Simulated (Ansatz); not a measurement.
# Gate voltage at the highest density: graphene monolayer

A layer charged from one gate needs a voltage that grows with the carrier density; the slope is e over the total capacitance.

How it was computed: Ansatz 0.2.0, plane waves with PAW datasets (its set soft_2), PBEsol-D3(BJ); isolated slab, charged sheet 6 Å from the outer atoms behind model barriers, atoms held, Fermi-Dirac smearing of 0.02585 eV. The voltage is that of the gate against the layer's Fermi level, from the uncharged case, which has no gap over 0.05 eV.

```tsv
run	added electrons (10¹³ per cm²)	gate voltage (V)
run 1	−1.00	−1.19
run 2	−2.00	−2.21
run 3	−4.00	−4.18
run 4	−7.00	−7.06
run 5	−11.00	?
```

Q: Estimate the withheld value from the rows shown.

A least-squares line through the 4 rows shown has slope 0.9767 and intercept −0.2415; no row lies more than 0.03 V off it. The capacitance is 1.602/0.9767 = 1.64 µF/cm², against 1.48 µF/cm² for plates 6 Å apart in vacuum; it is the larger, as where the added charge has its centre outside the outer atoms (not examined here). The line misses the origin, so the series is curved at low densities. At −11.00 it gives 0.9767 × (−11.00) + (−0.2415) = −10.99 V, beyond the rows fitted. Rounding and scatter of the rows alone allow about ±0.079 V there.

The run itself gives −10.86 V: a miss of +0.13 V, or 1.2 % of the value. The capacitance rises a little towards the highest density, as where a small density of states, a quantum capacitance in series, grows with doping.

Caveats: The gates are model sheets, not atoms, and low densities sample few k-points.

[Logs are printed without paths, hosts, clocks, repeated set-up lines and the standing remarks that a program may print on its own settings, such as how far it seeks lower states.]
